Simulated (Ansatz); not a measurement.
# Knight shifts in Cs

Wanted: spin susceptibility and spin part of the Knight shift of Cs, from the response to a Zeeman field.

Method: DFT, PBE, plane-wave PAW, default files (PAW set soft_2), collinear spin, scalar-relativistic, in Ansatz 0.2.0.

## Step 1: The structure

The structure is cubic, space group Im-3m (No. 229). Conventional cell: a = 6.067 Å, b = 6.067 Å, c = 6.067 Å, α = 90.00°, β = 90.00°, γ = 90.00°.

The cell is an entry of the Crystallography Open Database; it need not be the form that is stable at ambient conditions.

## Step 2: Applying a field to the spins

A field acting on the spins alone polarises the electrons at the Fermi level, and through exchange the cores. The spin density that this leaves at a nucleus gives the contact field (2μ₀/3) μB ρ_s, and its ratio to B is the isotropic contact shift K; the spin-dipolar anisotropy is not included. The field, 300 T, is far above laboratory fields so that the moment stands clear of numerical noise; it splits the spins by 35 meV, against a smearing of 70 meV. The net moment comes from states near the Fermi level, so the mesh must be dense.

File input.yaml:

```yaml
crystal:
  lattice:
    - [-3.0335, 3.0335, 3.0335]
    - [3.0335, -3.0335, 3.0335]
    - [3.0335, 3.0335, -3.0335]
  atoms:
    - { symbol: Cs, position: [0.0, 0.0, 0.0] }
kpoints:
  mp_grid: { grid: [15, 15, 15] }
scf:
  lower_state_search: "off"
  occupations: { method: fermi_dirac, width: 0.07 }
  convergence: { dr2_threshold: 1.0e-10 }
hamiltonian:
  xc: pbe
output:
  efg:
    contact_densities: true
    quadrupole_moments_barn: { Cs: -0.00343 }
  forces: true
  dos: { de: 0.02 }
  write_density: true
  write_potential: true
  elf: true
  volumetric_format: npy
magnetization:
  spin_polarized: true
  magnetic_field: 300
```

Run with:

```console
$ ansatz run input.yaml --threads 2 --pin off --max-ram 4096MiB --backend cpu --events-out ev --progress --plain --runs-dir out
```

Numbers of over 12 decimals in the logs are rounded to 6 here.

Output:

```text
[a pick of lines, long numbers rounded; other set-up, energy and force rows are left out]
Functional definition: PBE
Basis set: ecut = 420 eV, 2171 PW (Γ), exchange–correlation on 72×72×72 points (8 copies of the dense FFT grid, shifted against one another)
Symmetry: 48 space group operations
k-points: 120 of 3375
SCF iter   1: F=—  HF=-5670.304820 eV  |F-HF|=—  |Δ(HF+E_count)|=         —  Δρ=4.74e-3 (↑4.72e-3 ↓4.74e-3)  dr2=1.65e-2  dr2_m=2.15e-2  M=1.000 μB ∫|m|=1.000 μB  ethr=2.23e-4  ⟨swp⟩=1.0  Hψ=22037  notcnv=0
SCF iter   2: F=—  HF=-5670.542927 eV  |F-HF|=—  |Δ(HF+E_count)|=         —  Δρ=2.08e-3 (↑2.08e-3 ↓1.68e-3)  dr2=1.77e-2  dr2_m=2.45e-3  M=0.671 μB ∫|m|=0.671 μB  β_m=0.30  ethr=1.83e-4  ⟨swp⟩=4.1  Hψ=5764  notcnv=0
preconditioner: auto → Kerker (q_TF=auto, 1.793 Å⁻¹)  [metal: Δε(μ)=0.005 eV  Ē_g=2.858 eV  σ=0.070 eV  W_gap=0.02  n_scr=12 (ndim 8)  ℏωp=3.5 eV  f_vac=0.000  D(μ)=0.99/eV (n_scr^D=0)]
SCF iter   3: F=—  HF=-5670.775451 eV  |F-HF|=—  |Δ(HF+E_count)|=   2.33e-1  Δρ=2.96e-3 (↑2.93e-3 ↓2.96e-3)  dr2=1.55e-2  dr2_m=7.94e-3  M=0.280 μB ∫|m|=0.280 μB  β_m=0.30  ethr=1.83e-4  ⟨swp⟩=2.7  Hψ=4092  notcnv=0
SCF iter   4: F=—  HF=-5670.740226 eV  |F-HF|=—  |Δ(HF+E_count)|=   3.52e-2  Δρ=1.97e-3 (↑1.76e-3 ↓1.97e-3)  dr2=5.64e-3  dr2_m=2.58e-3  M=0.353 μB ∫|m|=0.353 μB  β_m=0.30  ethr=1.72e-4  ⟨swp⟩=3.0  Hψ=5658  notcnv=0
SCF iter   5: F=—  HF=-5670.747523 eV  |F-HF|=—  |Δ(HF+E_count)|=   7.30e-3  Δρ=1.26e-3 (↑1.20e-3 ↓1.26e-3)  dr2=1.39e-3  dr2_m=1.46e-3  M=0.318 μB ∫|m|=0.318 μB  β_m=0.30  ethr=6.27e-5  ⟨swp⟩=2.0  Hψ=4756  notcnv=0
SCF iter   6: F=—  HF=-5670.753825 eV  |F-HF|=—  |Δ(HF+E_count)|=   6.30e-3  Δρ=9.72e-4 (↑9.67e-4 ↓9.72e-4)  dr2=4.97e-5  dr2_m=9.57e-4  M=0.288 μB ∫|m|=0.288 μB  β_m=0.30  ethr=1.55e-5  ⟨swp⟩=2.3  Hψ=3709  notcnv=0
SCF iter   7: F=—  HF=-5670.758559 eV  |F-HF|=—  |Δ(HF+E_count)|=   4.73e-3  Δρ=8.11e-4 (↑8.11e-4 ↓7.96e-4)  dr2=2.71e-5  dr2_m=6.57e-4  M=0.261 μB ∫|m|=0.261 μB  β_m=0.30  ethr=5.52e-7  ⟨swp⟩=2.3  Hψ=3757  notcnv=0
SCF iter   8: F=—  HF=-5670.762301 eV  |F-HF|=—  |Δ(HF+E_count)|=   3.74e-3  Δρ=6.86e-4 (↑6.86e-4 ↓6.76e-4)  dr2=8.89e-6  dr2_m=4.74e-4  M=0.235 μB ∫|m|=0.235 μB  β_m=0.30  ethr=3.01e-7  ⟨swp⟩=2.3  Hψ=3543  notcnv=0
SCF iter   9: F=—  HF=-5670.764806 eV  |F-HF|=—  |Δ(HF+E_count)|=   2.51e-3  Δρ=5.74e-4 (↑5.74e-4 ↓5.74e-4)  dr2=5.14e-7  dr2_m=3.37e-4  M=0.213 μB ∫|m|=0.213 μB  β_m=0.30  ethr=9.88e-8  ⟨swp⟩=2.6  Hψ=3406  notcnv=0
SCF iter  10: F=—  HF=-5670.766757 eV  |F-HF|=—  |Δ(HF+E_count)|=   1.95e-3  Δρ=4.92e-4 (↑4.92e-4 ↓4.92e-4)  dr2=3.05e-7  dr2_m=2.48e-4  M=0.194 μB ∫|m|=0.194 μB  β_m=0.30  ethr=5.71e-9  ⟨swp⟩=3.9  Hψ=4277  notcnv=0
SCF iter  11: F=—  HF=-5670.772983 eV  |F-HF|=—  |Δ(HF+E_count)|=         —  Δρ=1.02e-4 (↑1.02e-4 ↓1.01e-4)  dr2=3.02e-7  dr2_m=1.05e-5  M=0.022 μB ∫|m|=0.022 μB  β_m=0.30  ethr=3.39e-9  ⟨swp⟩=9.5  Hψ=20371  notcnv=0
SCF iter  12: F=—  HF=-5670.773039 eV  |F-HF|=—  |Δ(HF+E_count)|=   5.58e-5  Δρ=8.72e-5 (↑8.72e-5 ↓8.68e-5)  dr2=1.76e-7  dr2_m=7.66e-6  M=0.026 μB ∫|m|=0.026 μB  β_m=0.39  ethr=3.36e-9  ⟨swp⟩=2.6  Hψ=5206  notcnv=0
SCF iter  13: F=—  HF=-5670.773180 eV  |F-HF|=—  |Δ(HF+E_count)|=   1.41e-4  Δρ=4.01e-5 (↑3.99e-5 ↓4.01e-5)  dr2=1.08e-8  dr2_m=1.64e-6  M=0.038 μB ∫|m|=0.038 μB  β_m=0.78  ethr=1.95e-9  ⟨swp⟩=3.5  Hψ=3728  notcnv=0
SCF iter  14: F=—  HF=-5670.773230 eV  |F-HF|=—  |Δ(HF+E_count)|=   5.03e-5  Δρ=3.32e-6 (↑3.32e-6 ↓3.03e-6)  dr2=2.98e-9  dr2_m=9.13e-9  M=0.049 μB ∫|m|=0.049 μB  β_m=0.89  ethr=1.20e-10  ⟨swp⟩=4.7  Hψ=4799  notcnv=0
SCF iter  15: F=—  HF=-5670.773231 eV  |F-HF|=—  |Δ(HF+E_count)|=   7.17e-7  Δρ=8.20e-7 (↑8.20e-7 ↓6.47e-7)  dr2=4.17e-10  dr2_m=4.54e-10  M=0.050 μB ∫|m|=0.050 μB  β_m=0.94  ethr=3.31e-11  ⟨swp⟩=3.5  Hψ=3706  notcnv=0
SCF iter  16: F=-5670.773231 eV  HF=-5670.773231 eV  |F-HF|=2.30e-10  |Δ(HF+E_count)|=   3.17e-8  Δρ=1.06e-7 (↑7.90e-8 ↓1.06e-7)  dr2=2.37e-11  dr2_m=6.50e-12  M=0.050 μB ∫|m|=0.050 μB  β_m=0.97  ethr=1.11e-12  ⟨swp⟩=4.8  Hψ=12468  notcnv=0
SCF iter  17: F=-5670.773231 eV  HF=-5670.773231 eV  |F-HF|=9.09e-13  |Δ(HF+E_count)|=  4.47e-10  Δρ=1.87e-8 (↑1.87e-8 ↓1.66e-8)  dr2=2.96e-12  dr2_m=1.10e-13  M=0.050 μB ∫|m|=0.050 μB  ethr=1.00e-12  ⟨swp⟩=4.0  Hψ=9018  notcnv=0
SCF converged after 17 iterations
Magnetization: 0.0503 μB (4.5252 up, 4.4748 down)
Absolute magnetization: 0.0503 μB (∫|ρ↑−ρ↓|, with the PAW one-centre terms)
Per-site moments (μB) at R_I (Å): [(0.021153, 2.167348)]
Free energy (F): -5670.773231 eV
Fermi energy:    2.357867 eV
--- Forces (eV/Å), atoms counted from 1 ---
--- PAW observables at the nuclei: V_zz in 10²¹ V/m², potentials from the cell's mean, atoms counted from 1 ---
  atom   1  Cs V_zz =    +0.000000   η = 0.0000   by run symmetry: forbidden   C_q = -0.0000 MHz
            electrostatic potential = -9367.421769 V   contact ρ = 1900632.727049 e/Å³   contact ρ_s (e/Å³): all electrons +0.728007, valence +0.714678
--- Band table (eV; the first three rows and the last of 240) ---
  k-point 0 ↑: bands = ["-21.4999", "-8.2406", "-8.2406", "-8.2406", "0.6087", "4.8409", "4.8409", "4.8409", "5.7190"]
  k-point 1 ↑: bands = ["-21.4995", "-8.2475", "-8.2428", "-8.2407", "0.6596", "4.7822", "4.7957", "4.8913", "5.6139"]
  k-point 2 ↑: bands = ["-21.4986", "-8.2667", "-8.2490", "-8.2407", "0.8090", "4.6147", "4.6344", "5.0413", "5.4921"]
  k-point 119 ↓: bands = ["-21.4479", "-8.3092", "-8.3081", "-8.3081", "3.0189", "3.0347", "5.3715", "5.4116", "5.4116"]
```

Wall time 34 s (2 threads of Arm Neoverse N1, shared host); peak memory 0.55 GiB; 64 s of CPU time.

The moment is 0.0503 μB a cell, a spin susceptibility of 93.7 × 10⁻⁶ emu per mole of atoms. With 7.769 T for 1 e/Å³:

```tsv
site	nucleus	contact shift (ppm)	from valence states	rest (mostly cores)
Cs	133Cs	18900	18500	345
```

The split depends on the files: semicore shells that they treat as valence count in the first part.

## Step 3: Is the response linear?

The shift is a ratio that holds only while the moment grows in step with the field, so the field is doubled.

Edit input.yaml of step 2 so:

```diff
@@ -20,9 +20,4 @@
   forces: true
-  dos: { de: 0.02 }
-  write_density: true
-  write_potential: true
-  elf: true
-  volumetric_format: npy
 magnetization:
   spin_polarized: true
-  magnetic_field: 300
+  magnetic_field: 600
```

Output:

```text
[a pick of lines, long numbers rounded; other set-up, energy and force rows are left out]
[...]
Basis set: ecut = 420 eV, 2171 PW (Γ), exchange–correlation on 72×72×72 points (8 copies of the dense FFT grid, shifted against one another)
[... 1 set-up line as in the run before ...]
k-points: 120 of 3375
[...]
SCF converged after 19 iterations
Magnetization: 0.1003 μB (4.5502 up, 4.4498 down)
Absolute magnetization: 0.1003 μB (∫|ρ↑−ρ↓|)
Per-site moments (μB) at R_I (Å): [(0.042152, 2.167348)]
Free energy (F): -5670.774539 eV
Fermi energy:    2.355224 eV
--- Forces (eV/Å), atoms counted from 1 ---
[...]
atom   1  Cs V_zz =    +0.000000   η = 0.0000   by run symmetry: forbidden   C_q = -0.0000 MHz
[...]
```

It took 32 s on 2 threads; peak memory 0.55 GiB.

The moment goes from 0.0503 to 0.100 μB, a factor of 1.99, and the shift of Cs from 18900 to 18800 ppm. The response is linear on all sites, to 3 % of the larger of shift and valence part or 3 ppm; the largest move is -12 ppm, on Cs.

## Step 4: How settled the numbers are

Each row names what differs in the settings from the first run, the PAW files staying the same unless named (PBE, default files (PAW set soft_2), mesh 15×15×15, fermi dirac smearing of 0.07 eV, cutoff 420 eV, 300 T). Shifts in ppm; times on 2 threads of Arm Neoverse N1, shared host.

```tsv
run	time	χ_s (10⁻⁶ emu/mol)	Cs
first run	34 s	93.7	18900
1000 T	31 s	93.0	18900
fermi dirac 0.1 eV	28 s	90.5	18100
fermi dirac 0.15 eV	30 s	84.1	16300
volume × 0.960	30 s	95.6	19700
```

## Step 5: Summary of results

| Item | Value |
| --- | --- |
| 133Cs contact shift | 18900 ppm |
| spin susceptibility | 93.7 × 10⁻⁶ emu per mole of atoms |

The spin part of the Knight shift is 18900 ppm on Cs in the first run. Widening the smearing to 0.15 eV changes the shift of Cs by -13 %. No row of the table has a finer mesh on this cell, so the value may still hold a sampling error. Over the rows of this table on the first cell the shift spans 16300 to 18900 ppm on Cs. 2 further runs of this session (failed, refused or on trial settings) are not shown. The orbital shift is left out. Spin-orbit coupling is missing.

[Logs are printed without paths, hosts, clocks, repeated set-up lines and the standing remarks that a program may print on its own settings, such as how far it seeks lower states.]

[Hosts, paths, dates, database ids (printed as entryN), source tags and the programs' standing remarks are cut or masked in the printed files.]
